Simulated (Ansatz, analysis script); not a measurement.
# SrFe2As2: which texture of moments is lowest, part 3 of 3

Do the moments of SrFe2As2 prefer to cant? Several patterns are started on spinors.

Ansatz 0.2.0; PBEsol, PAW set soft_1 (files made for PBE).

So far, largest spin moment in the atom's sphere (μB): step 2 (starting state) 0.585; step 4 (start: ferro) 0.622; step 5 (start: 90 degrees in a plane) 1.88; step 6 (start: collinear +-+-) 1.91; step 7 (start: random 1) 1.91.

## (8) Start: random 2

Level of this step: Ansatz DFT on spinors from a typed pattern of moment directions; PBEsol, PAW set soft_1; PAW set soft_1 (Ansatz).

The input, input.yaml:

```yaml
crystal:
  lattice:
    - [-5.5175, 0.0, 0.0]
    - [0.0, 5.5783, 0.0]
    - [0.0, -2.78915, -6.14825]
  atoms:
    - { symbol: Sr, position: [0.0, 0.0, 0.0] }
    - { symbol: Sr, position: [0.5, 0.5, 0.0] }
    - { symbol: Fe, position: [0.25, 0.0, 0.5], spin: 0.62, spin_axis: [0.11445, -0.908133, 0.402736] }
    - { symbol: Fe, position: [0.75, 0.5, 0.5], spin: 0.62, spin_axis: [0.163362, 0.595892, -0.786273] }
    - { symbol: Fe, position: [0.75, 0.0, 0.5], spin: 0.62, spin_axis: [-0.623974, 0.087621, -0.776517] }
    - { symbol: Fe, position: [0.25, 0.5, 0.5], spin: 0.62, spin_axis: [-0.547989, 0.48372, -0.682439] }
    - { symbol: As, position: [0.5, 0.1388, 0.2776] }
    - { symbol: As, position: [0.0, 0.6388, 0.2776] }
    - { symbol: As, position: [0.5, 0.8612, 0.7224] }
    - { symbol: As, position: [0.0, 0.3612, 0.7224] }
kpoints:
  mp_grid: { grid: [7, 8, 8] }
hamiltonian:
  xc: pbesol
  pseudopotentials: { kind: paw, azcp: { folder: soft_1 }, xc_functional: pbe }
scf:
  occupations: { method: fermi_dirac, width: 0.05 }
  max_iter: 120
  convergence: { dr2_threshold: 1.0e-08 }
  lower_state_search: "off"
basis:
  ecutwfc: 420.0
magnetization:
  noncollinear: true
```

Run with:

```sh
$ ansatz run input.yaml --threads 2 --pin off --max-ram 5632MiB --backend cpu --events-out ev --progress --plain --runs-dir out
```

Numbers of over 12 decimals in the logs are rounded to 6 here.

Output:

```text
[...]
Crystal: 10 atoms, lattice volume = 189.233 Å³
Basis set: ecut = 420 eV, 3727 PW (Γ)
Bands: 174, of which v1, the nominal top of the filled ones, is band 144 counted from 1 (143 counted from 0)
Symmetry: 4 space group operations
[...]
k-points: 123 of 448
[...]
Starting moments: Σ|m| = 2.48 μB on 4 of 10 sites
[...]
site 7: m = (+0.0000, +0.0000, +0.0000) μB, |m| = 0.0000 μB  (R = 0.99 Å)
  site 8: m = (+0.0000, +0.0000, +0.0000) μB, |m| = 0.0000 μB  (R = 0.99 Å)
  site 9: m = (+0.0000, +0.0000, +0.0000) μB, |m| = 0.0000 μB  (R = 0.99 Å)
Free energy (F): -44037.700108 eV
[...]
Internal energy: -44037.675270 eV  (E = F + TS)
E sigma→0 (E₀):  -44037.687689 eV
Entropy (-TS):   -0.024839 eV (-2.484 meV/atom)
Fermi energy:    12.130687 eV
[...]
[key lines of the parts left out:]
SCF converged after 54 iterations
Magnetization: |M| = 0.0000 μB,  M = (-0.0000, -0.0000, -0.0000) μB
```

The job ended after 38 min (2 threads of Arm Neoverse V1, shared host; peak memory 4.8 GiB).

It ends antiferromagnetic; the largest site carries 1.91 μB.

## (9) Start: tetrahedral

input.yaml, the sections that differ from step 8:

```yaml
crystal:
  lattice:
    - [-5.5175, 0.0, 0.0]
    - [0.0, 5.5783, 0.0]
    - [0.0, -2.78915, -6.14825]
  atoms:
    - { symbol: Sr, position: [0.0, 0.0, 0.0] }
    - { symbol: Sr, position: [0.5, 0.5, 0.0] }
    - { symbol: Fe, position: [0.25, 0.0, 0.5], spin: 0.62, spin_axis: [0.57735, 0.57735, 0.57735] }
    - { symbol: Fe, position: [0.75, 0.5, 0.5], spin: 0.62, spin_axis: [0.57735, -0.57735, -0.57735] }
    - { symbol: Fe, position: [0.75, 0.0, 0.5], spin: 0.62, spin_axis: [-0.57735, 0.57735, -0.57735] }
    - { symbol: Fe, position: [0.25, 0.5, 0.5], spin: 0.62, spin_axis: [-0.57735, -0.57735, 0.57735] }
    - { symbol: As, position: [0.5, 0.1388, 0.2776] }
    - { symbol: As, position: [0.0, 0.6388, 0.2776] }
    - { symbol: As, position: [0.5, 0.8612, 0.7224] }
    - { symbol: As, position: [0.0, 0.3612, 0.7224] }
# kpoints, hamiltonian, scf, basis, magnetization: as in step 8
```

Output:

```text
[...]
Crystal: 10 atoms, lattice volume = 189.233 Å³
Basis set: ecut = 420 eV, 3727 PW (Γ)
Bands: 174, of which v1, the nominal top of the filled ones, is band 144 counted from 1 (143 counted from 0)
Symmetry: 16 space group operations
[...]
k-points: 84 of 448
[...]
Starting moments: Σ|m| = 2.48 μB on 4 of 10 sites
[...]
site 7: m = (-0.0000, -0.0000, +0.0000) μB, |m| = 0.0000 μB  (R = 0.99 Å)
  site 8: m = (+0.0000, +0.0000, +0.0000) μB, |m| = 0.0000 μB  (R = 0.99 Å)
  site 9: m = (+0.0000, +0.0000, -0.0000) μB, |m| = 0.0000 μB  (R = 0.99 Å)
Free energy (F): -44037.700108 eV
[...]
Internal energy: -44037.675270 eV  (E = F + TS)
E sigma→0 (E₀):  -44037.687689 eV
Entropy (-TS):   -0.024839 eV (-2.484 meV/atom)
Fermi energy:    12.130685 eV
[...]
[key lines of the parts left out:]
SCF converged after 34 iterations
Magnetization: |M| = 0.0000 μB,  M = (-0.0000, +0.0000, +0.0000) μB
```

It took 22 min on 2 threads; peak memory 4 GiB.

It ends antiferromagnetic; the largest site carries 1.91 μB.

## (10) The textures side by side

The last two columns average e·e over the pairs of the two nearest shells of magnetic atoms: 1 is parallel, −1 opposed.

The states reached:

```
                start        final state  energy (meV/magnetic atom)  net moment (μB/cell)  mean moment (μB)  least moment (μB)  typed angles to the first (deg)  final angles to the first (deg)  triple product of the first three  mean cosine, nearest magnetic neighbours  second shell
                ferro      ferromagnetic                       131.4                 2.395            0.6224             0.6224                            0 0 0                            0 0 0                                  0                                         1             1
90 degrees in a plane  antiferromagnetic                       18.35                     0             1.884              1.884                        90 180 90                        180 180 0                                  0                                         0            -1
       collinear +-+-  antiferromagnetic                           0                     0             1.909              1.909                        180 0 180                        180 0 180                                  0                                         0            -1
             random 1  antiferromagnetic                           0                     0             1.909              1.909                        63 139 62                        180 0 180                                  0                                         0            -1
             random 2  antiferromagnetic                           0                     0             1.909              1.909                      147 118 141                        180 0 180                                  0                                         0            -1
          tetrahedral  antiferromagnetic                           0                     0             1.909              1.909                      109 109 109                        180 0 180                                  0                                         0            -1
```

## (11) Summary of results

| Property | Result |
| --- | --- |
| lowest state found | antiferromagnetic |
| mean cosine between nearest magnetic neighbours there | 0.0 |
| net moment of the lowest state | 0 μB a cell |
| mean moment in the lowest state | 1.91 μB |

**Reading.** The lowest state found is antiferromagnetic, reached from the start «collinear +-+-», 18.4 meV a magnetic atom under the next one (antiferromagnetic). 4 of the 6 converged starts end within 0.1 meV of the lowest. 4 starts left the typed angles, so their energies belong to the state reached. The size of the moments hangs strongly on the pattern. Without spin–orbit coupling only the angles between moments count. Only the listed patterns were tried. The 6 spinor runs took 2.5 h of wall time, added up. Computed site moments are spin alone, inside a sphere; measured ones hold the orbital part and are lowered by fluctuations. Energies are free energies at a smearing of 0.05 eV, and with partly filled levels differences shift, at times strongly, as the smearing goes to zero. In doubt: the program's search for lower states was switched off, so a lower magnetic state than those reached may exist.

Calculation against experiment:

| quantity | measured | PBEsol, PAW set soft_1 (files made for PBE) |
| --- | --- | --- |
| moment (Fe) (μB) | 1.01 | 1.91 (+89.0 %) |

Measured values from arxiv:1001.3658 (2010).

Verdict: The moment is off by +89.0 %. No cell relaxation is part of this session.

[Logs and program files are shortened in this print: banners, set-up blocks, solver, clock and traceback lines can be left out without a mark of their own.]

[Logs are printed without paths, hosts, clocks, repeated set-up lines and the standing remarks that a program may print on its own settings, such as how far it seeks lower states.]

[Hosts, paths, dates, database ids (printed as entryN), source tags and the programs' standing remarks are cut or masked in the printed files.]
